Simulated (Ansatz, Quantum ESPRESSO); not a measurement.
# 1T-SnSe2, layer by layer, part 2 of 8

Wanted: polarisability and band edges of 1T-SnSe2, layer by layer.

Quantum ESPRESSO 7.5; plane-wave DFT, PBE, GBRV ultrasoft pseudopotentials; geometry by Ansatz 0.2.0 with PAW datasets.

So far: The starting structure; Geometry from Ansatz, 1 layer.

## (3) Ground state, 1 layer: no field

The zero-field run is the reference. tefield and dipfield are on already, so that all runs share k-points and boundary.

Level of this step: plane-wave DFT, PBE, GBRV ultrasoft pseudopotentials (Quantum ESPRESSO 7.5).

n1.f0.in

```
&control
  prefix = 'n1.f0'
  outdir = './out'
  pseudo_dir = './pseudo'
  calculation = 'scf'
  tprnfor = .true.
  tefield = .true.
  dipfield = .true.
/
&system
  ibrav = 0
  nat = 3
  ntyp = 2
  ecutwfc = 40
  ecutrho = 200
  occupations = 'smearing'
  smearing = 'fd'
  degauss = 0.004
  edir = 3
  emaxpos = 0.97
  eopreg = 0.04
  eamp = 0.0
  nbnd = 17
/
&electrons
  conv_thr = 1e-09
  mixing_beta = 0.4
  electron_maxstep = 120
  mixing_mode = 'plain'
/
ATOMIC_SPECIES
  Se  78.9710  se_pbe_v1.uspp.F.UPF
  Sn  118.7100  sn_pbe_v1.4.uspp.F.UPF
CELL_PARAMETERS angstrom
  3.87639601199709 0.00000000000000 -0.00000000000000
  -1.93819800599855 3.35705742151817 -0.00000000000000
  -0.00000000000000 -0.00000000000000 19.11048904290000
ATOMIC_POSITIONS crystal
  Se  0.666666666667 0.333333333333 0.416687261436
  Sn  -0.000000000000 -0.000000000000 0.500000003879
  Se  0.333333333333 0.666666666667 0.583312734685
K_POINTS automatic
  6 6 1 0 0 0
```

The run is started by

```bash
$ OMP_NUM_THREADS=1 mpirun -n 4 pw.x -nk 2 -in n1.f0.in > n1.f0.out
```

What it wrote:

```text
Program PWSCF v.7.5 starts
[citation notice left out]

     Parallel version (MPI & OpenMP), running on       4 processor cores
     Number of MPI processes:                 4
     Threads/MPI process:                     1

     MPI processes distributed on     1 nodes
[...]
Current dimensions of program PWSCF are:
     Max number of different atomic species (ntypx) = 10
     Max number of k-points (npk) =  40000
     Max angular momentum in pseudopotentials (lmaxx) =  4
     Presently no symmetry can be used with electric field

     K-points division:     npool     =       2
     R & G space division:  proc/nbgrp/npool/nimage =       2
     Subspace diagonalization in iterative solution of the eigenvalue problem:
     a serial algorithm will be used

     Parallelization info
     --------------------
     sticks:   dense  smooth     PW     G-vecs:    dense   smooth      PW
     Min         372     294     99                40116    28695    5264
     Max         373     301    100                40135    28696    5265
     Sum         745     595    199                80251    57391   10529

     Using Slab Decomposition

     bravais-lattice index     =            0
     lattice parameter (alat)  =       7.3253  a.u.
     unit-cell volume          =    1678.2448 (a.u.)^3
     number of atoms/cell      =            3
     number of atomic types    =            2
     number of electrons       =        26.00
     number of Kohn-Sham states=           17
     kinetic-energy cutoff     =      40.0000  Ry
     charge density cutoff     =     200.0000  Ry
     scf convergence threshold =      1.0E-09
     mixing beta               =       0.4000
     number of iterations used =            8  plain     mixing
     Exchange-correlation=  SLA  PW   PBX  PBC
                           (   1   4   3   4   0   0   0)

     celldm(1)=   7.325327  celldm(2)=   0.000000  celldm(3)=   0.000000
     celldm(4)=   0.000000  celldm(5)=   0.000000  celldm(6)=   0.000000

     crystal axes: (cart. coord. in units of alat)
               a(1) = (   1.000000   0.000000  -0.000000 )
               a(2) = (  -0.500000   0.866025  -0.000000 )
               a(3) = (  -0.000000  -0.000000   4.929963 )

     reciprocal axes: (cart. coord. in units 2 pi/alat)
               b(1) = (  1.000000  0.577350  0.000000 )
               b(2) = (  0.000000  1.154701  0.000000 )
               b(3) = (  0.000000  0.000000  0.202841 )

     PseudoPot. # 1 for Se read from file:
     ./pseudo/se_pbe_v1.uspp.F.UPF
     Pseudo is Ultrasoft + core correction, Zval =  6.0
     Generated by new atomic code, or converted to UPF format
     Using radial grid of  877 points,  6 beta functions with:
                l(1) =   0
                l(2) =   0
                l(3) =   1
                l(4) =   1
                l(5) =   2
                l(6) =   2
     Q(r) pseudized with  8 coefficients,  rinner =    1.300   1.300   1.300
                                                       1.300   1.300

     PseudoPot. # 2 for Sn read from file:
     ./pseudo/sn_pbe_v1.4.uspp.F.UPF
     Pseudo is Ultrasoft + core correction, Zval = 14.0
     Generated by new atomic code, or converted to UPF format
     Using radial grid of  891 points,  6 beta functions with:
                l(1) =   0
                l(2) =   0
                l(3) =   1
                l(4) =   1
                l(5) =   2
                l(6) =   2
     Q(r) pseudized with  8 coefficients,  rinner =    1.350   1.350   1.350
                                                       1.350   1.350

     atomic species   valence    mass     pseudopotential
     Se                6.00    78.97100     Se( 1.00)
     Sn               14.00   118.71000     Sn( 1.00)

     No symmetry found

   Cartesian axes

     site n.     atom                  positions (alat units)
         1        Se     tau(   1) = (   0.5000000   0.2886751   2.0542528  )
         2        Sn     tau(   2) = (   0.0000000  -0.0000000   2.4649815  )
         3        Se     tau(   3) = (  -0.0000000   0.5773503   2.8757102  )

     number of k points=    20  Fermi-Dirac smearing, width (Ry)=  0.0040
                       cart. coord. in units 2pi/alat
        k(    1) = (   0.0000000   0.0000000   0.0000000), wk =   0.0555556
        k(    2) = (   0.0000000   0.1924501   0.0000000), wk =   0.1111111
        k(    3) = (   0.0000000   0.3849002   0.0000000), wk =   0.1111111
        k(    4) = (   0.0000000  -0.5773503   0.0000000), wk =   0.0555556
        k(    5) = (   0.1666667   0.0962250   0.0000000), wk =   0.1111111
        k(    6) = (   0.1666667   0.2886751   0.0000000), wk =   0.1111111
        k(    7) = (   0.1666667   0.4811252   0.0000000), wk =   0.1111111
        k(    8) = (   0.1666667  -0.4811252   0.0000000), wk =   0.1111111
        k(    9) = (   0.1666667  -0.2886751   0.0000000), wk =   0.1111111
        k(   10) = (   0.1666667  -0.0962250   0.0000000), wk =   0.1111111
[...]
k(   20) = (  -0.5000000  -0.8660254   0.0000000), wk =   0.0555556

     Dense  grid:    80251 G-vectors     FFT dimensions: (  36,  36, 180)

     Smooth grid:    57391 G-vectors     FFT dimensions: (  30,  30, 150)

     Estimated max dynamical RAM per process >      99.78 MB

     Estimated total dynamical RAM >     379.53 MB

     Initial potential from superposition of free atoms

     starting charge      24.9998, renormalised to      26.0000

     negative rho (up, down):  2.311E-04 0.000E+00

     Adding external electric field

     Computed dipole along edir(3) :
        Dipole                0.0000 Ry au,          0.0000 Debye
        Dipole field          0.0000 Ry au,

        Potential amp.       -0.0000 Ry
        Total length         34.6690 bohr

     Starting wfcs are   17 randomized atomic wfcs

     total cpu time spent up to now is        0.9 secs

     per-process dynamical memory:    39.1 Mb

     Self-consistent Calculation

     iteration #  1     ecut=    40.00 Ry     beta= 0.40
     Davidson diagonalization with overlap
     ethr =  1.00E-02,  avg # of iterations =  3.0

     negative rho (up, down):  1.071E-04 0.000E+00

     Adding external electric field

     Computed dipole along edir(3) :
        Dipole                0.0007 Ry au,          0.0017 Debye
        Dipole field          0.0000 Ry au,

        Potential amp.       -0.0004 Ry
        Total length         34.6690 bohr

     total cpu time spent up to now is        2.3 secs

     total energy              =    -246.42366856 Ry
     estimated scf accuracy    <       0.48048827 Ry

     iteration #  2     ecut=    40.00 Ry     beta= 0.40
[...]
negative rho (up, down):  1.747E-04 0.000E+00

[...]
Dipole               -0.0015 Ry au,         -0.0039 Debye
[...]
total energy              =    -246.50297745 Ry
     estimated scf accuracy    <       0.07522484 Ry

     iteration #  3     ecut=    40.00 Ry     beta= 0.40
[...]
negative rho (up, down):  2.453E-04 0.000E+00

[...]
Dipole                0.0046 Ry au,          0.0116 Debye
[...]
total energy              =    -246.51551427 Ry
     estimated scf accuracy    <       0.00759061 Ry

     iteration #  4     ecut=    40.00 Ry     beta= 0.40
[...]
negative rho (up, down):  3.141E-04 0.000E+00

[...]
Dipole               -0.0285 Ry au,         -0.0724 Debye
[...]
total energy              =    -246.51607992 Ry
     estimated scf accuracy    <       0.00166394 Ry

     iteration #  5     ecut=    40.00 Ry     beta= 0.40
[...]
negative rho (up, down):  3.296E-04 0.000E+00

[...]
Dipole                0.0018 Ry au,          0.0046 Debye
[...]
total energy              =    -246.51602938 Ry
     estimated scf accuracy    <       0.00244453 Ry

     iteration #  6     ecut=    40.00 Ry     beta= 0.40
[...]
negative rho (up, down):  3.479E-04 0.000E+00

[...]
Dipole                0.0010 Ry au,          0.0025 Debye
[...]
total energy              =    -246.51622689 Ry
     estimated scf accuracy    <       0.00008417 Ry

     iteration #  7     ecut=    40.00 Ry     beta= 0.40
[...]
negative rho (up, down):  3.502E-04 0.000E+00

[...]
Dipole                0.0003 Ry au,          0.0009 Debye
[...]
total energy              =    -246.51627053 Ry
     estimated scf accuracy    <       0.00005953 Ry

     iteration #  8     ecut=    40.00 Ry     beta= 0.40
[...]
negative rho (up, down):  3.521E-04 0.000E+00

[...]
Dipole               -0.0001 Ry au,         -0.0003 Debye
[...]
total energy              =    -246.51627262 Ry
     estimated scf accuracy    <       0.00000895 Ry

     iteration #  9     ecut=    40.00 Ry     beta= 0.40
[...]
negative rho (up, down):  3.536E-04 0.000E+00

[...]
Dipole               -0.0001 Ry au,         -0.0001 Debye
[...]
total energy              =    -246.51628061 Ry
     estimated scf accuracy    <       0.00000064 Ry

     iteration # 10     ecut=    40.00 Ry     beta= 0.40
[...]
negative rho (up, down):  3.547E-04 0.000E+00

[...]
Dipole                0.0000 Ry au,          0.0000 Debye
[...]
total energy              =    -246.51628096 Ry
     estimated scf accuracy    <       0.00000010 Ry

     iteration # 11     ecut=    40.00 Ry     beta= 0.40
[...]
negative rho (up, down):  3.553E-04 0.000E+00

[...]
Dipole                0.0000 Ry au,          0.0000 Debye
[...]
total energy              =    -246.51628101 Ry
     estimated scf accuracy    <          1.0E-09 Ry

     iteration # 12     ecut=    40.00 Ry     beta= 0.40
[...]
negative rho (up, down):  3.562E-04 0.000E+00

[...]
Dipole               -0.0000 Ry au,         -0.0001 Debye
[...]
End of self-consistent calculation

          k = 0.0000 0.0000 0.0000 (  7255 PWs)   bands (ev):

   -23.2643 -23.2643 -23.2347 -23.2248 -23.2248 -15.4601 -14.1931  -7.6743
    -3.1548  -2.6216  -2.6216  -2.2435  -2.2435  -0.6772   0.8779   2.3978
     2.3978

          k = 0.0000 0.1925 0.0000 (  7179 PWs)   bands (ev):

   -23.2732 -23.2561 -23.2316 -23.2272 -23.2241 -15.2139 -14.0328  -7.7919
    -4.2439  -3.3339  -3.2638  -2.9989  -2.1634  -0.0135   1.6475   2.7063
     2.9243

          k = 0.0000 0.3849 0.0000 (  7175 PWs)   bands (ev):

   -23.2944 -23.2461 -23.2406 -23.2162 -23.2132 -14.5729 -13.7268  -8.4637
    -5.7870  -4.2762  -4.0146  -2.8024  -2.3500  -0.8715   1.9976   3.2912
     3.4963

          k = 0.0000-0.5774 0.0000 (  7152 PWs)   bands (ev):

   -23.3058 -23.2447 -23.2447 -23.2085 -23.2059 -14.0486 -13.6809  -9.0317
    -6.3567  -4.3322  -4.3049  -2.7923  -2.4639  -1.3681   1.9342   3.3062
     3.5736

          k = 0.1667 0.0962 0.0000 (  7179 PWs)   bands (ev):

   -23.2732 -23.2561 -23.2316 -23.2272 -23.2241 -15.2139 -14.0328  -7.7919
    -4.2439  -3.3339  -3.2638  -2.9989  -2.1634  -0.0135   1.6475   2.7063
     2.9243

          k = 0.1667 0.2887 0.0000 (  7187 PWs)   bands (ev):

   -23.2835 -23.2529 -23.2348 -23.2260 -23.2138 -14.7648 -13.7932  -8.1979
    -5.1328  -4.8246  -3.5355  -3.0128  -2.5769  -0.0462   2.4900   2.8856
     3.3996

[...]
the Fermi energy is    -1.7439 ev

!    total energy              =    -246.51628103 Ry
     estimated scf accuracy    <          1.4E-10 Ry
     smearing contrib. (-TS)   =      -0.00001122 Ry
     internal energy E=F+TS    =    -246.51626981 Ry

     The total energy is F=E-TS. E is the sum of the following terms:
     one-electron contribution =    -732.84272259 Ry
     hartree contribution      =     373.22684154 Ry
     xc contribution           =    -102.40354411 Ry
     ewald contribution        =     215.50315535 Ry
     electric field correction =       0.00000000 Ry

     convergence has been achieved in  12 iterations

     negative rho (up, down):  3.562E-04 0.000E+00

     Forces acting on atoms (cartesian axes, Ry/au):

     atom    1 type  1   force =    -0.00000054   -0.00000142   -0.00006153
     atom    2 type  2   force =     0.00000096    0.00000276   -0.00001951
     atom    3 type  1   force =    -0.00000041   -0.00000134    0.00008104

     Total force =     0.000104     Total SCF correction =     0.000046
     SCF correction compared to forces is large: reduce conv_thr to get better values

[...]
=------------------------------------------------------------------------------=
   JOB DONE.
=------------------------------------------------------------------------------=
[key lines of the parts left out:]
Dipole field         -0.0000 Ry au,
```

Wall time 22 s (4 MPI ranks of Arm Neoverse V1, shared host); peak memory 0.51 GiB; 88 s of CPU time.

This step gave:

- free energy: -3354.0249 eV
- energy at zero smearing: -3354.0248 eV
- Fermi energy: -1.744 eV
- dipole along the normal: -2.08e-5 e·Å
- valence top, on the run's zero: -2.163 eV
- conduction bottom, on the run's zero: -1.368 eV
- gap by band count: 0.7953 eV

The run needed 12 iterations to bring the estimated error under 1e-09 Ry.

## (4) Potential by pp.x, 1 layer

The vacuum level is read from the electrostatic potential (plot_num = 11), averaged over planes.

n1.f0.pot.in

```
&inputpp
  prefix = 'n1.f0'
  outdir = './out'
  filplot = 'n1.f0.pot.dat'
  plot_num = 11
/
```

The run is started by

```bash
$ OMP_NUM_THREADS=1 mpirun -n 4 pp.x -in n1.f0.pot.in > n1.f0.pot.out
```

What it wrote:

```text
[banner, memory and clock lines left out]
Program POST-PROC v.7.5 starts

          URL

     ./out/n1.f0.save/

     IMPORTANT: XC functional enforced from input :
     Exchange-correlation= PBE
                           (   1   4   3   4   0   0   0)
     Any further DFT definition will be discarded
     Please, verify this is what you really want

     negative rho (up, down):  3.562E-04 0.000E+00

     Adding external electric field

     Computed dipole along edir(3) :
        Dipole               -0.0000 Ry au,         -0.0001 Debye
        Dipole field         -0.0000 Ry au,

        Potential amp.        0.0000 Ry
        Total length         34.6690 bohr

     Calling punch_plot, plot_num =  11

     Adding external electric field

     Computed dipole along edir(3) :
        Dipole               -0.0000 Ry au,         -0.0001 Debye
        Dipole field         -0.0000 Ry au,

        Potential amp.        0.0000 Ry
        Total length         34.6690 bohr

     Writing data to file  n1.f0.pot.dat
     Message from routine chdens:
     namelist plot not found or invalid, exiting
```

It took 1.1 s on 4 MPI ranks; peak memory 0.1 GiB; 4 s of CPU time.

Read from the output:

| Property | Result |
| --- | --- |
| slope of the potential above | 3.09e-5 eV/Å |
| upper vacuum line continued to the top atoms, over the valence top | 6.066 eV |
| slope of the potential below | -2.49e-5 eV/Å |
| lower vacuum line continued to the bottom atoms, over the valence top | 6.066 eV |
| vacuum level at the upper face over the valence top of the mesh | 6.066 eV |
| vacuum level at the lower face over the valence top of the mesh | 6.066 eV |

Electrostatic potential energy of an electron, with the sawtooth; zero at the highest filled level of the SCF mesh. Potential energy, planar mean against z:

```tsv
z (Å)	potential energy, planar mean (eV)
0	6.07
1	6.07
2	6.07
3	6.07
4	6.07
5	6.06
6	5.94
7	3.74
8	-10.1
9	-6.01
10	-7.31
11	-9.66
12	2.87
13	5.90
14	6.06
15	6.07
16	6.07
17	6.07
18	6.07
19	6.07
```

## (5) SCF with pw.x, 1 layer: field 0.1 V/Å

eamp is the field in Hartree atomic units (1 a.u. = 51.42 V/Å). With dipfield on, it is the field in the vacuum beside an isolated sheet. The run starts from the density of the one before.

n1.f1.in, as its differences from the input of step 3:

```diff
@@ -1,3 +1,3 @@
 &control
-  prefix = 'n1.f0'
+  prefix = 'n1.f1'
   outdir = './out'
@@ -21,3 +21,3 @@
   eopreg = 0.04
-  eamp = 0.0
+  eamp = 0.00194469
   nbnd = 17
@@ -29,2 +29,3 @@
   mixing_mode = 'plain'
+  startingpot = 'file'
 /
```

The run is started by

```bash
$ cp -r out/n1.f0.save out/n1.f1.save
$ OMP_NUM_THREADS=1 mpirun -n 4 pw.x -nk 2 -in n1.f1.in > n1.f1.out
```

What it wrote:

```text
[banner, memory and clock lines left out]
Program PWSCF v.7.5 starts
[...]
number of electrons       =        26.00
     number of Kohn-Sham states=           17
     kinetic-energy cutoff     =      40.0000  Ry
     charge density cutoff     =     200.0000  Ry
[...]
number of k points=    20  Fermi-Dirac smearing, width (Ry)=  0.0040
[...]
Dense  grid:    80251 G-vectors     FFT dimensions: (  36,  36, 180)
[...]
The initial density is read from file :
[...]
negative rho (up, down):  3.562E-04 0.000E+00
[...]
Starting wfcs are   17 randomized atomic wfcs
[...]
negative rho (up, down):  3.556E-04 0.000E+00
[...]
estimated scf accuracy    <       0.00995925 Ry
[...]
negative rho (up, down):  3.555E-04 0.000E+00
[...]
estimated scf accuracy    <       0.08175349 Ry
[...]
negative rho (up, down):  3.555E-04 0.000E+00
[...]
estimated scf accuracy    <       0.00001959 Ry
[...]
negative rho (up, down):  3.557E-04 0.000E+00
[...]
estimated scf accuracy    <       0.00000772 Ry
[...]
negative rho (up, down):  3.559E-04 0.000E+00
[...]
estimated scf accuracy    <       0.00000034 Ry
[...]
negative rho (up, down):  3.560E-04 0.000E+00
[...]
estimated scf accuracy    <       0.00000003 Ry
[...]
negative rho (up, down):  3.560E-04 0.000E+00
[...]
estimated scf accuracy    <          6.0E-09 Ry
[...]
negative rho (up, down):  3.560E-04 0.000E+00
[...]
estimated scf accuracy    <          1.8E-09 Ry
[...]
negative rho (up, down):  3.560E-04 0.000E+00
[...]
Computed dipole along edir(3) :
        Dipole                0.0718 Ry au,          0.1824 Debye
        Dipole field          0.0005 Ry au,
        E field amplitude [Ha a.u.]:  1.9447E-03
        Potential amp.        0.0976 Ry
        Total length         34.6690 bohr
[...]
the Fermi energy is    -1.7306 ev
!    total energy              =    -246.51642075 Ry
     estimated scf accuracy    <          2.3E-10 Ry
     smearing contrib. (-TS)   =      -0.00001123 Ry
     internal energy E=F+TS    =    -246.51640952 Ry
[...]
one-electron contribution =    -732.84197404 Ry
     hartree contribution      =     373.22615843 Ry
     xc contribution           =    -102.40350867 Ry
     ewald contribution        =     215.50315535 Ry
     electric field correction =      -0.00024059 Ry
     convergence has been achieved in   9 iterations
     negative rho (up, down):  3.560E-04 0.000E+00
[...]
Total force =     0.001333     Total SCF correction =     0.000100
[...]
```

The job ended after 20 s (4 MPI ranks; peak memory 0.49 GiB).

Numbers from this step:

| Quantity | Value |
| --- | --- |
| free energy | -3354.0268 eV |
| energy at zero smearing | -3354.0267 eV |
| Fermi energy | -1.731 eV |
| dipole along the normal | 0.03797 e·Å |
| valence top, on the run's zero | -2.150 eV |
| conduction bottom, on the run's zero | -1.355 eV |
| gap by band count | 0.7952 eV |

## (6) Potential by pp.x, 1 layer

n1.f1.pot.in

```
&inputpp
  prefix = 'n1.f1'
  outdir = './out'
  filplot = 'n1.f1.pot.dat'
  plot_num = 11
/
```

The run is started by

```bash
$ OMP_NUM_THREADS=1 mpirun -n 4 pp.x -in n1.f1.pot.in > n1.f1.pot.out
```

Elapsed: 1.1 s, on 4 MPI ranks; peak memory 0.11 GiB.

Read from the output:

```
slope of the potential above                                          : 0.1000 eV/Å
upper vacuum line continued to the top atoms, over the valence top    : 5.962 eV
slope of the potential below                                          : 0.09997 eV/Å
lower vacuum line continued to the bottom atoms, over the valence top : 6.172 eV
```

The slope in the vacuum is 0.100 eV/Å for an applied 0.10 V/Å, as it should be.

(Continued in part 3 of 8.)

[Logs are printed without paths, hosts, clocks, repeated set-up lines and the standing remarks that a program may print on its own settings, such as how far it seeks lower states.]

[Hosts, paths, dates, database ids (printed as entryN), source tags and the programs' standing remarks are cut or masked in the printed files.]

[Maps of the electrostatic potential energy from Ansatz leave out the sawtooth potential of an applied field or a dipole correction, so their vacuum need not be flat; planar profiles and work functions include it.]
